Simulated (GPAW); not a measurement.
# C2 in line between two Ir chains: relaxation, then transmission at several levels, part 2 of 2

How well does C2 in line between two Ir chains conduct once its atoms have relaxed, and how much do cheaper levels lose?

GPAW 26.7.0; GPAW LCAO, PAW setups; relaxation of the junction within the symmetry of its start, lead ends held (the session's first sound run).

So far, transmission at the Fermi level (one spin): step 3 (double-zeta polarised basis, PBE, GPAW) 2.18; step 4 (basis szp(dzp), PBE, GPAW) 2.17; step 5 (basis sz(dzp), PBE, GPAW) 2.16; step 6 (RPBE) 2.18.

### 7. Without the relaxation: geometry = "as built"

Level of this step: GPAW LCAO, PAW setups; Landauer transmission from Green's functions with principal layers (ASE), zero bias (GPAW).

The dzp basis with PBE on the structure as first built shows what the relaxation was worth.

Input file run.py:

```python
import json
import numpy as np
from ase import Atoms
from ase.transport.calculators import TransportCalculator
from gpaw import GPAW, FermiDirac
from gpaw.lcao.tools import get_lcao_hamiltonian
from scipy.linalg import eigh

# The junction with lead layers at both ends, along the third cell vector
device = Atoms(
    ['Ir', 'Ir', 'Ir', 'Ir', 'Ir', 'Ir', 'Ir', 'Ir', 'C', 'C', 'Ir', 'Ir', 'Ir', 'Ir', 'Ir', 'Ir', 'Ir', 'Ir'],
    positions=[
        [4.50000, 4.50000, 1.15000],
        [4.50000, 4.50000, 3.45000],
        [4.50000, 4.50000, 5.75000],
        [4.50000, 4.50000, 8.05000],
        [4.50000, 4.50000, 10.35000],
        [4.50000, 4.50000, 12.65000],
        [4.50000, 4.50000, 14.95000],
        [4.50000, 4.50000, 17.25000],
        [4.50000, 4.50000, 19.00850],
        [4.50000, 4.50000, 20.24850],
        [4.50000, 4.50000, 22.00700],
        [4.50000, 4.50000, 24.30700],
        [4.50000, 4.50000, 26.60700],
        [4.50000, 4.50000, 28.90700],
        [4.50000, 4.50000, 31.20700],
        [4.50000, 4.50000, 33.50700],
        [4.50000, 4.50000, 35.80700],
        [4.50000, 4.50000, 38.10700]],
    cell=[[9.0, 0.0, 0.0], [0.0, 9.0, 0.0], [0.0, 0.0, 39.257]],
    pbc=True)

# One principal layer of the lead: the first 5 atoms of the device
lead = Atoms(
    ['Ir', 'Ir', 'Ir', 'Ir', 'Ir'],
    positions=[
        [4.50000, 4.50000, 1.15000],
        [4.50000, 4.50000, 3.45000],
        [4.50000, 4.50000, 5.75000],
        [4.50000, 4.50000, 8.05000],
        [4.50000, 4.50000, 10.35000]],
    cell=[[9.0, 0.0, 0.0], [0.0, 9.0, 0.0], [0.0, 0.0, 11.5]],
    pbc=True)

settings = dict(mode='lcao', basis='dzp', xc='PBE', h=0.2,
                occupations=FermiDirac(0.1), maxiter=250,
                mixer=dict(beta=0.1, nmaxold=8, weight=100.0),
                convergence=dict(density=0.0001))
energies = np.arange(-2, 2 + 1e-9, 0.025)
eta = 0.0001
n1, n2 = 1, 1
# k and -k transmit alike, so half of the mesh across the current serves
mesh = [(i, j) for i in range(n1) for j in range(n2) if (i, j) <= (-i % n1, -j % n2)]
weights = np.array([1 if (i, j) == (-i % n1, -j % n2) else 2 for i, j in mesh]) / (n1 * n2)

# [... helper functions left out ...]
fermi_lead = ground_state(lead, (1, 1, 10), 'lead.txt')
fermi_device = ground_state(device, (1, 1, 2), 'device.txt')
# [... loop over the mesh left out, but for ...]
        # Shift the lead onto the potential of the device's first layer
        shift = ((H[:, 0, 0] - H0[:, 0, 0]) / S0[0, 0]).real.mean()
# [...]
kT = 8.617333e-5 * 300
bias = [0.1, 0.2, 0.5, 1.0, 1.5, 2.0]
# [... integrals and printing left out ...]
```

Run with:

```console
OMP_NUM_THREADS=1 OPENBLAS_NUM_THREADS=1 python run.py
```

Log:

```text
basis functions: device 458, principal layer 135
Fermi level: lead -3.8817 eV, device -3.9576 eV; lead shifted by -0.0040 eV
largest coupling past the next layer 1.48e-06 eV, largest misfit of the first layer 0.086 eV
  E-E_F (eV)   T (one spin)  [channel counts left out]
    -2.000    2.0740e+00
    -1.975    2.0747e+00
    -1.950    2.0760e+00
[...]
1.975    5.8275e-02
     2.000    5.8020e-02
conductance at 300 K: 2.1739 G0 a cell; thermopower -0.1797 uV/K
current from the zero-bias T(E) at 0.1 V: 16.844 uA
current from the zero-bias T(E) at 0.2 V: 33.69 uA
current from the zero-bias T(E) at 0.5 V: 84.253 uA
current from the zero-bias T(E) at 1.0 V: 168.4 uA
current from the zero-bias T(E) at 1.5 V: 251.98 uA
current from the zero-bias T(E) at 2.0 V: 334.43 uA
```

Wall time 4 min (1 thread of Arm Neoverse V1, shared host); peak memory 1.4 GiB.

This step gave:

| Property | Result |
| --- | --- |
| conductance | 2.174 G₀ |
| largest coupling past the next principal layer | 1.48e-6 eV |
| largest misfit of the first principal layer | 0.08566 eV |
| shift that aligns the lead | -0.003977 eV |
| transmission at the Fermi level (one spin) | 2.174 |

The conductance, 2.17 G₀, lies 0.2 % below that of the dzp run.

### 8. The ladder

Times are for 1 thread of Arm Neoverse V1, shared host. The series side by side:

| no. | run | conductance (G₀) | time | memory (GiB) |
| --- | --- | --- | --- | --- |
| 1 | dzp | 2.179 | 4.1 min | 1.4 |
| 2 | szp | 2.173 | 2.2 min | 1.4 |
| 3 | sz | 2.163 | 96 s | 1.3 |
| 4 | dzp RPBE | 2.182 | 3.9 min | 1.4 |
| 5 | asbuilt | 2.174 | 4 min | 1.4 |

### 9. Comparison

The curves are compared point by point over the common energies.

This step: comparison of transmission and cost over codes, levels and geometry (GPAW 26.7.0).

Ladder, by row:

| step | code | T at the Fermi level (sum over the listed spins) | conductance (G0) | r.m.s. T(E) from the first | wall time (s) | peak memory (GiB) | threads |
| --- | --- | --- | --- | --- | --- | --- | --- |
| dzp | GPAW | 2.179 | 2.179 | 0 | 249 | 1.43 | 1 |
| szp | GPAW | 2.173 | 2.173 | 0.06431 | 135 | 1.37 | 1 |
| sz | GPAW | 2.163 | 2.163 | 0.06181 | 95.63 | 1.33 | 1 |
| dzp-RPBE | GPAW | 2.182 | 2.182 | 0.009501 | 231.3 | 1.43 | 1 |
| asbuilt | GPAW | 2.174 | 2.174 | 0.09018 | 241.6 | 1.44 | 1 |

Table of transmission, zone mean, sum over the listed spins by energy, zero at the Fermi level:

| energy (eV) | dzp | szp | sz | dzp-RPBE | asbuilt |
| --- | --- | --- | --- | --- | --- |
| -2.000 | 2.20 | 2.16 | 2.13 | 2.23 | 2.07 |
| -1.800 | 2.17 | 2.16 | 2.11 | 2.18 | 2.08 |
| -1.600 | 2.16 | 2.15 | 2.10 | 2.16 | 2.09 |
| -1.400 | 2.15 | 2.14 | 2.09 | 2.16 | 2.10 |
| -1.200 | 2.15 | 2.13 | 2.07 | 2.15 | 2.12 |
| -1.000 | 2.14 | 2.12 | 2.06 | 2.15 | 2.14 |
| -0.800 | 2.14 | 2.11 | 2.06 | 2.14 | 2.15 |
| -0.600 | 2.14 | 2.12 | 2.08 | 2.15 | 2.15 |
| -0.400 | 2.15 | 2.13 | 2.10 | 2.16 | 2.16 |
| -0.200 | 2.17 | 2.15 | 2.13 | 2.17 | 2.17 |
| 0.000 | 2.18 | 2.17 | 2.16 | 2.18 | 2.17 |
| 0.200 | 2.19 | 2.19 | 2.18 | 2.20 | 2.19 |
| 0.400 | 2.19 | 2.17 | 2.17 | 2.20 | 2.18 |
| 0.600 | 2.18 | 2.17 | 2.17 | 2.19 | 2.17 |
| 0.800 | 2.17 | 2.10 | 2.09 | 2.17 | 2.14 |
| 1.000 | 2.10 | 2.06 | 2.06 | 2.10 | 2.08 |
| 1.200 | 2.08 | 2.04 | 2.05 | 2.08 | 2.05 |
| 1.400 | 2.07 | 2.00 | 2.02 | 2.07 | 2.02 |
| 1.600 | 2.04 | 1.93 | 1.97 | 2.05 | 1.93 |
| 1.800 | 1.91 | 1.77 | 1.82 | 1.91 | 1.62 |
| 2.000 | 0.0662 | 0.0635 | 0.0714 | 0.0692 | 0.0580 |

### 10. Basis szp(dzp), SCF mesh 1×1×1

A smaller basis is cheaper in every inversion. The SCF mesh sets the Fermi level of the repeated cell.

This step: GPAW LCAO, PAW setups; Landauer transmission from Green's functions with principal layers (ASE), zero bias (GPAW 26.7.0).

Edit run.py of step 7 so:

```diff
@@ -19,6 +19,6 @@
         [4.50000, 4.50000, 14.95000],
-        [4.50000, 4.50000, 17.25000],
-        [4.50000, 4.50000, 19.00850],
-        [4.50000, 4.50000, 20.24850],
-        [4.50000, 4.50000, 22.00700],
+        [4.50000, 4.50000, 17.19530],
+        [4.50000, 4.50000, 18.98673],
+        [4.50000, 4.50000, 20.27027],
+        [4.50000, 4.50000, 22.06170],
         [4.50000, 4.50000, 24.30700],
@@ -45,3 +45,3 @@
 
-settings = dict(mode='lcao', basis='dzp', xc='PBE', h=0.2,
+settings = dict(mode='lcao', basis='szp(dzp)', xc='PBE', h=0.2,
                 occupations=FermiDirac(0.1), maxiter=250,
@@ -58,3 +58,3 @@
 fermi_lead = ground_state(lead, (1, 1, 10), 'lead.txt')
-fermi_device = ground_state(device, (1, 1, 2), 'device.txt')
+fermi_device = ground_state(device, (1, 1, 1), 'device.txt')
 # [... loop over the mesh left out, but for ...]
```

Log:

```text
basis functions: device 258, principal layer 75
Fermi level: lead -3.5970 eV, device -3.7598 eV; lead shifted by 0.0290 eV
largest coupling past the next layer 1.48e-06 eV, largest misfit of the first layer 0.114 eV
  E-E_F (eV)   T (one spin)  [channel counts left out]
    -2.000    2.1676e+00
    -1.975    2.1692e+00
    -1.950    2.1711e+00
    -1.925    2.1716e+00
    -1.900    2.1722e+00
    -1.875    2.1725e+00
    -1.850    2.1723e+00
    -1.825    2.1716e+00
    -1.800    2.1705e+00
    -1.775    2.1689e+00
    -1.750    2.1670e+00
    -1.725    2.1650e+00
    -1.700    2.1629e+00
    -1.675    2.1608e+00
    -1.650    2.1588e+00
    -1.625    2.1571e+00
[...]
1.825    1.9221e+00
     1.850    1.9215e+00
     1.875    1.9199e+00
     1.900    1.9151e+00
     1.925    1.9022e+00
     1.950    1.8647e+00
     1.975    1.6725e+00
     2.000    6.4608e-02
conductance at 300 K: 2.1774 G0 a cell; thermopower -0.3172 uV/K
current from the zero-bias T(E) at 0.1 V: 16.87 uA
current from the zero-bias T(E) at 0.2 V: 33.733 uA
current from the zero-bias T(E) at 0.5 V: 84.222 uA
current from the zero-bias T(E) at 1.0 V: 167.84 uA
current from the zero-bias T(E) at 1.5 V: 250.93 uA
current from the zero-bias T(E) at 2.0 V: 332.95 uA
```

It took 1.8 min on 1 thread; peak memory 1.4 GiB.

The run finished with changed settings (basis = "szp(dzp)" and scf_mesh = [1, 1, 1]); it serves as a test.

The two runs compared:

| quantity | this run | sound run | difference |
| --- | --- | --- | --- |
| conductance (G₀) | 2.1774 | 2.1789 | -0.00146 |
| largest coupling past the next principal layer (eV) | 1.479e-6 | 1.484e-6 | -4.5e-9 |
| largest misfit of the first principal layer (eV) | 0.11415 | 0.092891 | 0.0213 |
| shift that aligns the lead (eV) | 0.029005 | -0.0068203 | 0.0358 |
| basis functions of the junction | 258 | 458 | -200 |
| basis functions of a principal layer | 75 | 135 | -60 |
| transmission at the Fermi level (one spin) | 2.1778 | 2.1789 | -0.00107 |

The two runs differ clearly in the shift that aligns the lead: 0.0290 eV against -0.00682 eV.

### 11. What came out

| Quantity | Value |
| --- | --- |
| conductance | 2.18 G₀ |
| transmission at the Fermi level, mean of the spins | 2.18 |

**Reading.** In the dzp basis the junction conducts 2.18 G₀ at 300 K, with T = 2.18 a spin at the Fermi level; the sz basis reaches that conductance within 10 %. Relaxation moved atoms by up to 0.055 Å and took the conductance from 2.17 to 2.18 G₀, as a ratio about as much as the step from dzp to the minimal basis. At the Fermi level the three most open eigenchannels pass 1.00, 1.00 and 0.18. Measured against the first run (dzp), the nearest curve is that of dzp-RPBE (r.m.s. 0.0095) and the farthest that of asbuilt (0.090). Over the compared runs wall time goes from 96 s (sz) to 249 s (dzp), on a shared host. The leads kept an estimated spacing and the cell its length, so the junction may be under some tension or compression. The geometry comes from the orbital basis, which tends to overbind, and kept the symmetry of the start, so a structure of lower symmetry may lie lower. The run had no spin polarisation, so a magnetic state, which chains and small molecules with open shells often have, wasn't tested. Spin-orbit coupling is left out, which matters for the heavy atoms here. An evenly spaced straight chain is an idealisation: free chains tend to dimerise, zigzag or, where a band edge lies near the Fermi level, turn magnetic. The currents use the zero-bias T(E) throughout, which holds only while the bias is small against the distance to the nearest feature. The thermopower isn't quoted: it samples T(E) farther from the Fermi level than the conductance does, and the energy grid wasn't tested for it.

[Logs are printed without paths, hosts, clocks, repeated set-up lines and the standing remarks that a program may print on its own settings, such as how far it seeks lower states.]

[Hosts, paths, dates, database ids (printed as entryN), source tags and the programs' standing remarks are cut or masked in the printed files.]
